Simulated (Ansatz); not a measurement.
**A convergence test on Diamond (Fd-3m, 2 atoms a cell): k mesh of the density**

How far can the k mesh of the density be lowered for the gap of Diamond (Fd-3m, 2 atoms a cell)?

Main program and level: Ansatz 0.2.0; DFT, PBE, plane waves, PAW; PAW set soft_1.

### Step 1. Set-up

It takes space group Fd-3m (No. 227, cubic). Conventional cell: a = 3.567 Å, b = 3.567 Å, c = 3.567 Å, α = 90.00°, β = 90.00°, γ = 90.00°. Nearest to C lie 4 C at 1.54 Å.

The cell and positions come from the Crystallography Open Database and are kept as given unless a step says otherwise.

### Step 2. k mesh of the density: 4×4×4

The input, input.yaml:

```yaml
crystal:
  lattice:
    - [0.0, 1.78337, 1.78337]
    - [1.78337, 0.0, 1.78337]
    - [1.78337, 1.78337, 0.0]
  atoms:
    - { symbol: C, position: [0.0, 0.0, 0.0] }
    - { symbol: C, position: [0.25, 0.25, 0.25] }
kpoints:
  mp_grid: { grid: [4, 4, 4] }
  band_path:
    path:
      - [0.0, 0.0, 0.0]
      - [0.5, 0.0, 0.5]
      - [0.625, 0.25, 0.625]
      - [0.375, 0.375, 0.75]
      - [0.5, 0.5, 0.5]
      - [0.5, 0.25, 0.75]
      - [0.35, 0.0, 0.35]
    npoints: 1
hamiltonian:
  xc: pbe
  pseudopotentials: { kind: paw, azcp: { folder: soft_1 } }
scf:
  occupations: { method: fixed }
  n_extra_bands: 4
output:
  eigenvalues: true
  forces: true
  stress: true
```

On the command line:

```sh
$ ansatz run input.yaml --threads 3 --pin off --max-ram 92160MiB --backend cuda --events-out ev --progress --plain --runs-dir out --devices 1 --max-vram 13GiB
```

Numbers of over 12 decimals in the logs are rounded to 6 here.

The program printed:

```text
scf.n_extra_bands = 4 over 4 filled bands (N_el = 8.0): the run solves 8 bands
GPUs: using 1 of 1 available (devices: 1).
Engine: ansatz 0.2.0, x86_64-unknown-linux-gnu
Pseudopotentials: kind: paw
Pseudopotential: C, paw, valence charge 4, recommended cutoff 420 eV (normal), soft_1/C.paw.azcp
Functional definition: PBE
  parameter kappa = 0.804
  parameter beta = 0.066725
  exchange = pbe_x(kappa = kappa, mu = beta*pi^2/3)
  correlation = pbe_c(beta = beta)
device memory: the entry about to start is reckoned to put 1.1 GiB on a device that reports 36.3 GiB free (of which the cap on the GPU budget leaves the run 13.0 GiB)
GPU FFT provider: cuFFT
GPU libraries: cuBLAS 13.8.2, cuFFT 12.4.0, cuSOLVER 12.3.4
Crystal: 2 atoms, lattice volume = 11.344 Å³
Basis set: ecut = 420 eV, 229 PW (Γ), exchange–correlation on 36×36×36 points (8 copies of the dense FFT grid, shifted against one another)
Bands: 8, of which v1, the nominal top of the filled ones, is band 4 counted from 1 (3 counted from 0)
Symmetry: 48 space group operations
Space group: Fd-3m (ITA 227), of the structure as read, at distance tolerance 2.2e-5 Å
k-points: 8 of 64
Non-local potential: C, projectors of the file, l = 0: 2, l = 1: 2, l = 2: 1
PAW form: soft (Blöchl's): semilocal exchange-correlation on the pseudo side does not see the compensation charge
PAW one-centre angular grid: C, 110 points (default); XC on 64 Gauss nodes
Initial density: superposition of atomic densities (chi_scale 0.1, normalization cell)
Initial wavefunctions: pseudopotential atomic-orbital guess
GPU buffer pool allocated for 5832 grid points (all kernels)
GPU transforms: local potential and band sums: pruned to the plane-wave sphere, on 18×18×18
Functional: x = pbe(κ = 0.804, μ = 0.219515), c = pbe(β = 0.066725)
SCF iter   1: F=—  HF=-502.059506 eV  |F-HF|=—  |Δ(HF+E_count)|=         —  Δρ=1.41e-1  dr2=1.60e0  ethr=3.10e-3  ⟨swp⟩=3.8  Hψ=369  notcnv=0  defer=12
preconditioner: auto → none  [insulator: Δε(μ)=5.002 eV  Ē_g=19.550 eV  n_scr=0 (ndim 8)  ℏωp=31.2 eV  f_vac=0.000  ε∞_Penn≈3.5]
SCF iter   2: F=—  HF=-501.536832 eV  |F-HF|=—  |Δ(HF+E_count)|=   5.23e-1  Δρ=5.67e-2  dr2=2.28e-1  ethr=3.10e-3  ⟨swp⟩=2.5  Hψ=176  notcnv=0  defer=10
SCF iter   3: F=—  HF=-501.481762 eV  |F-HF|=—  |Δ(HF+E_count)|=   5.51e-2  Δρ=5.99e-3  dr2=1.32e-3  ethr=2.85e-3  ⟨swp⟩=3.0  Hψ=114  notcnv=0  defer=14
SCF iter   4: F=—  HF=-501.482281 eV  |F-HF|=—  |Δ(HF+E_count)|=   5.19e-4  Δρ=2.74e-4  dr2=3.48e-6  ethr=1.65e-5  ⟨swp⟩=3.0  Hψ=96  notcnv=0  defer=15
SCF iter   5: F=—  HF=-501.482269 eV  |F-HF|=—  |Δ(HF+E_count)|=   1.20e-5  Δρ=4.00e-5  dr2=4.32e-8  ethr=1.25e-9  ⟨swp⟩=6.8  Hψ=352  notcnv=0
SCF iter   6: F=-501.482269 eV  HF=-501.482269 eV  |F-HF|=1.46e-10  |Δ(HF+E_count)|=   8.41e-8  Δρ=5.30e-6  dr2=9.48e-10  ethr=5.39e-10  ⟨swp⟩=2.4  Hψ=250  notcnv=0
SCF 1 converged in 6 iterations: F = -501.482269 eV  dr2 = 9.48e-10
[...]
device memory: the entry about to start is reckoned to put 0.6 GiB on a device that reports 36.2 GiB free (of which the cap on the GPU budget leaves the run 13.0 GiB)
NSCF: frozen V_eff on 7 k-points
SCF converged after 6 iterations
Free energy (F): -501.482269 eV
Harris-Foulkes:  -501.482269 eV  (|F-HF|=1.46e-10)
Internal energy: -501.482269 eV  (E = F + TS)
E sigma→0 (E₀):  -501.482269 eV
Fermi energy:    13.380351 eV
--- Per-component energies (eV) ---
  E_band       = 35.272109
  E_kinetic    = 180.403615
  E_local      = -110.869919  (includes V_loc(G=0)·N_el)
  E_nonlocal   = 45.659326
  E_hartree    = 26.672100
  E_xc         = -95.408379
  E_vxc        = -117.830407  (∫ρ·V_xc dr)
  E_paw        = -199.977692  (= ΣΔE_a)
  E_vpaw       = -15.434598  (= ΣTr[D̂ρ^β])
  E_aug_tail   = 0.000044  (compensation charges beyond the density's cutoff)
  E_ewald      = -347.961363
  E_smearing   = -0.000000  (= −TS)
  E_closure    = 0.000000  (closes the sum)
  Σ components = -501.482269   (vs F -501.482269, Δ=0.00e0)
--- Forces (eV/Å), atoms counted from 1 ---
  atom   1  C      0.00000000     0.00000000     0.00000000
  atom   2  C      0.00000000     0.00000000     0.00000000
  max |Σ_I F_I| component: 3.70e-16 eV/Å
--- Stress (GPa, compression-positive) ---
        2.962929      -0.000000      -0.000000
        0.000000       2.962929       0.000000
        0.000000      -0.000000       2.962929
  P = ⅓ Tr σ = 2.9629 GPa (29.629 kbar)
--- Band table (eV; the first three rows and the last of 8) ---
  k-point 0: bands = ["-8.1200", "13.3804", "13.3804", "13.3804", "18.9644", "18.9644", "18.9644", "26.6306"]
  k-point 1: bands = ["-6.4034", "6.7794", "11.6283", "11.6283", "21.1636", "21.1636", "21.5063", "27.9579"]
  k-point 2: bands = ["-2.3345", "-0.0158", "10.5695", "10.5695", "21.8373", "21.8373", "22.1966", "29.0361"]
  k-point 7: bands = ["1.3936", "1.3936", "5.0406", "5.0406", "23.9905", "23.9905", "25.6676", "25.6676"]
```

Run time: 9.2 s. Hardware: 1 × NVIDIA H100 80GB HBM3 (shared by 6 runs) with 3 threads of AMD EPYC 7R13 (Zen 3), shared host; peak memory 0.86 GiB.

The column dr2 measures how far the density is from self-consistency, as an energy; F and HF (Harris–Foulkes) agree once it is small.

This step gave:

```yaml
pressure: 2.963 GPa
gap: 4.128 eV
valence_top_at: Γ
conduction_bottom_at: k = (0.350, 0.000, 0.350)
least_direct_gap: 5.584 eV
```

The gap is indirect, with the least direct gap 1.46 eV higher.

### Step 3. k mesh of the density: 6×6×6

input.yaml, as its differences from that of step 2:

```diff
@@ -9,3 +9,3 @@
 kpoints:
-  mp_grid: { grid: [4, 4, 4] }
+  mp_grid: { grid: [6, 6, 6] }
   band_path:
```

The program printed:

```text
[...]
GPUs: using 1 of 1 available (devices: 1).
[...]
GPU FFT provider: cuFFT
GPU libraries: cuBLAS 13.8.2, cuFFT 12.4.0, cuSOLVER 12.3.4
Crystal: 2 atoms, lattice volume = 11.344 Å³
Basis set: ecut = 420 eV, 229 PW (Γ), exchange–correlation on 36×36×36 points (8 copies of the dense FFT grid, shifted against one another)
[...]
Free energy (F): -501.605082 eV
[...]
Internal energy: -501.605082 eV  (E = F + TS)
E sigma→0 (E₀):  -501.605082 eV
Fermi energy:    13.350613 eV
[...]
--- Stress (GPa, compression-positive) ---
        1.845340      -0.000000      -0.000000
       -0.000000       1.845340       0.000000
       -0.000000       0.000000       1.845340
  P = ⅓ Tr σ = 1.8453 GPa (18.453 kbar)
--- Band table (eV; the first three rows and the last of 16) ---
[...]
[key lines of the parts left out:]
SCF converged after 6 iterations
```

It took 9 s on 1 × NVIDIA H100 80GB HBM3 (shared by 6 runs) with 3 threads; peak memory 0.87 GiB.

This step gave:

| Quantity | Value |
| --- | --- |
| pressure | 1.845 GPa |
| gap | 4.140 eV |
| valence top at | Γ |
| conduction bottom at | k = (0.350, 0.000, 0.350) |
| least direct gap | 5.591 eV |

The gap is 4.140 eV, +0.012 eV from the run before at this level.

### Step 4. k mesh of the density: 12×12×12 (the default)

input.yaml, the sections that differ from step 3:

```yaml
kpoints:
  mp_grid: { grid: [12, 12, 12] }
  band_path:
    path:
      - [[0.0, 0.0, 0.0], [0.5, 0.0, 0.5], [0.625, 0.25, 0.625]]
      - [[0.375, 0.375, 0.75], [0.0, 0.0, 0.0], [0.5, 0.5, 0.5], [0.5, 0.25, 0.75], [0.5, 0.0, 0.5]]
    npoints: 10
scf:
  occupations: { method: fermi_dirac, width: 0.02 }
  n_extra_bands: 4
output:
  eigenvalues: true
  forces: true
  stress: true
  write_density: true
  write_potential: true
  elf: true
  volumetric_format: npy
# crystal, hamiltonian: as in step 3
```

The program printed:

```text
[...]
GPUs: using 1 of 1 available (devices: 1).
[...]
GPU FFT provider: cuFFT
GPU libraries: cuBLAS 13.8.2, cuFFT 12.4.0, cuSOLVER 12.3.4
Crystal: 2 atoms, lattice volume = 11.344 Å³
Basis set: ecut = 420 eV, 229 PW (Γ), exchange–correlation on 36×36×36 points (8 copies of the dense FFT grid, shifted against one another)
[...]
Free energy (F): -501.614533 eV
[...]
Internal energy: -501.614533 eV  (E = F + TS)
E sigma→0 (E₀):  -501.614533 eV
Fermi energy:    15.420066 eV
[...]
--- Stress (GPa, compression-positive) ---
        1.793653       0.000000       0.000000
       -0.000000       1.793653       0.000000
       -0.000000       0.000000       1.793653
  P = ⅓ Tr σ = 1.7937 GPa (17.937 kbar)
--- Band table (eV; the first three rows and the last of 72) ---
[...]
[key lines of the parts left out:]
SCF converged after 6 iterations
```

Run time: 12 s. Hardware: 1 × NVIDIA H100 80GB HBM3 (shared by 6 runs) with 3 threads; peak memory 0.88 GiB; 9.3 s of CPU time.

Numbers from this step:

* pressure: 1.794 GPa
* gap: 4.141 eV
* valence top at: Γ
* conduction bottom at: k = (0.350, 0.000, 0.350)
* least direct gap: 5.592 eV

The gap is 4.141 eV, +0.001 eV from the run before at this level.

### Step 5. k mesh of the density: 16×16×16

input.yaml, the sections that differ from step 4:

```yaml
kpoints:
  mp_grid: { grid: [16, 16, 16] }
  band_path:
    path:
      - [0.0, 0.0, 0.0]
      - [0.5, 0.0, 0.5]
      - [0.625, 0.25, 0.625]
      - [0.375, 0.375, 0.75]
      - [0.5, 0.5, 0.5]
      - [0.5, 0.25, 0.75]
      - [0.35, 0.0, 0.35]
    npoints: 1
scf:
  occupations: { method: fixed }
  n_extra_bands: 4
output:
  eigenvalues: true
  forces: true
  stress: true
# crystal, hamiltonian: as in step 4
```

The program printed:

```text
[...]
GPUs: using 1 of 1 available (devices: 1).
[...]
GPU FFT provider: cuFFT
GPU libraries: cuBLAS 13.8.2, cuFFT 12.4.0, cuSOLVER 12.3.4
Crystal: 2 atoms, lattice volume = 11.344 Å³
Basis set: ecut = 420 eV, 229 PW (Γ), exchange–correlation on 36×36×36 points (8 copies of the dense FFT grid, shifted against one another)
[...]
Free energy (F): -501.614488 eV
[...]
Internal energy: -501.614488 eV  (E = F + TS)
E sigma→0 (E₀):  -501.614488 eV
Fermi energy:    13.347089 eV
[...]
--- Stress (GPa, compression-positive) ---
        1.789727      -0.000000      -0.000000
        0.000000       1.789727      -0.000000
        0.000000       0.000000       1.789727
  P = ⅓ Tr σ = 1.7897 GPa (17.897 kbar)
--- Band table (eV; the first three rows and the last of 145) ---
[...]
[key lines of the parts left out:]
SCF converged after 6 iterations
```

Elapsed: 9.4 s, on 1 × NVIDIA H100 80GB HBM3 (shared by 6 runs) with 3 threads; peak memory 0.86 GiB.

This step gave:

```yaml
pressure: 1.790 GPa
gap: 4.141 eV
valence_top_at: Γ
conduction_bottom_at: k = (0.000, 0.375, 0.375)
least_direct_gap: 5.592 eV
```

The gap is 4.141 eV, as in the run before at this level.

### Step 6. The series

Differences are against the last row; a negative gap means that bands overlap, and a run with a band path holds that path's time. Times are wall times on 1 × NVIDIA H100 80GB HBM3 (shared by 6 runs) with 3 threads of AMD EPYC 7R13 (Zen 3), shared host, good to a factor of about two.

| k mesh of the density | gap (eV) | direct gap (eV) | gap error (eV) | energy error (meV/atom) | irreducible k | time |
| --- | --- | --- | --- | --- | --- | --- |
| 4×4×4 | 4.128 | 5.584 | −0.013 | +66.1 | 8 | 9.2 s |
| 6×6×6 | 4.140 | 5.591 | −0.001 | +4.7 | 16 | 9 s |
| 12×12×12 | 4.141 | 5.592 | +0.0002 | +0.0 | 72 | 12 s |
| 16×16×16 | 4.141 | 5.592 | +0.000 | +0.0 | 145 | 9.4 s |

### Step 7. Results

| Property | Result |
| --- | --- |
| 4×4×4 | 4.128 eV |
| 6×6×6 | 4.140 eV |
| 12×12×12 | 4.141 eV |
| 16×16×16 | 4.141 eV |

**Reading.** The gap holds to 0.02 eV from 4×4×4 on, the cheapest setting tried. At 4×4×4 the gap is off by −0.013 eV and the energy by +66 meV/atom. The gap is read over the mesh and added points near the edges, so meshes differ mainly through the density and, for a hybrid, the exchange operator.

[Paths, hosts, dates, memory and timing lines, banners, echoed tables and standing remarks are left out of the program output.]

[Logs are printed without paths, hosts, clocks, repeated set-up lines and the standing remarks that a program may print on its own settings, such as how far it seeks lower states.]

[Runs of the session that timed out or met a known fault of the program may be left out.]

[Cells called generated may have been cut or substituted from an entry of the Crystallography Open Database or the Materials Project.]

[Hosts, paths, dates, database ids (printed as entryN), source tags and the programs' standing remarks are cut or masked in the printed files.]
